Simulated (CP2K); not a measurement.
Consider 3-cyanofuran at its PBE geometry (Å).

```xyz
10

N     3.2034   -0.1732   -0.1788
C     2.0431   -0.0637   -0.1098
C     0.6334    0.0568   -0.0266
C    -0.3381   -1.0065   -0.0938
C    -1.5556   -0.4117    0.0346
O    -1.4112    0.9525    0.1799
C    -0.0784    1.2230    0.1380
H    -0.1330   -2.0625   -0.2214
H    -2.5748   -0.7768    0.0457
H     0.2111    2.2621    0.2322
```

Method: CP2K XAS_TDP, all-electron GAPW, PBEh(45%), aug-cc-pVDZ, TDA, GW2X-corrected core level, no relativity.

Q: Predict the bright core excitations at the C K edge.

Leading lines: C2 288.76 eV, C3 288.02 eV, C4 288.03 eV, C5 288.65 eV and C7 288.09 eV. The leading line of an atom is its first one with 35 % of the strongest within 2.5 eV of its lowest line over the strength cut. Core ionisation energies at this level: C4 292.95, C5 294.14, C7 294.29, C2 293.97 and C3 293.25 eV.

The first six lines of each atom with a strength over 0.0015:

| atom | energy (eV) | states | strength, one atom | above the computed threshold |
| --- | --- | --- | --- | --- |
| C2 (bonded to C and N) | 288.76 | 1 | 0.0397 |  |
|  | 288.98 | 1 | 0.0532 |  |
|  | 291.92 | 1 | 0.0079 |  |
|  | 293.42 | 1 | 0.0029 |  |
|  | 293.84 | 1 | 0.0165 |  |
|  | 293.97 | 1 | 0.0035 | yes |
| C3 (bonded to 3 C) | 288.02 | 1 | 0.0344 |  |
|  | 290.62 | 1 | 0.0018 |  |
|  | 290.85 | 1 | 0.0021 |  |
|  | 291.52 | 1 | 0.0040 |  |
|  | 292.23 | 1 | 0.0164 |  |
|  | 292.62 | 1 | 0.0060 |  |
| C4 (bonded to 2 C and H) | 288.03 | 1 | 0.0497 |  |
|  | 289.60 | 1 | 0.0022 |  |
|  | 290.84 | 1 | 0.0106 |  |
|  | 291.43 | 1 | 0.0117 |  |
|  | 291.86 | 1 | 0.0057 |  |
|  | 292.27 | 1 | 0.0018 |  |
| C5 (bonded to C, O and H) | 288.65 | 1 | 0.0529 |  |
|  | 291.44 | 1 | 0.0019 |  |
|  | 291.82 | 1 | 0.0218 |  |
|  | 292.39 | 1 | 0.0197 |  |
|  | 292.97 | 1 | 0.0031 |  |
|  | 293.32 | 1 | 0.0033 |  |
| C7 (bonded to C, O and H) | 288.09 | 1 | 0.0548 |  |
|  | 292.06 | 1 | 0.0197 |  |
|  | 292.62 | 1 | 0.0088 |  |
|  | 293.10 | 1 | 0.0091 |  |
|  | 293.26 | 1 | 0.0110 |  |
|  | 293.61 | 1 | 0.0033 |  |

Lines are vertical, at one geometry, with no vibrational structure. GW2X ionisation energies and lines can be off by 1 to 2 eV either way, and a good line position may hide errors that cancel. These values hold no scalar relativity, about 0.1 eV for C 1s. Rydberg lines, and the discretised continuum above threshold, depend on the basis and the box.

[Banner, clock and machine lines of the logs are left out without a mark of their own.]

[Logs are printed without paths, hosts, clocks, repeated set-up lines and the standing remarks that a program may print on its own settings, such as how far it seeks lower states.]

[Hosts, paths, dates, database ids (printed as entryN), source tags and the programs' standing remarks are cut or masked in the printed files.]
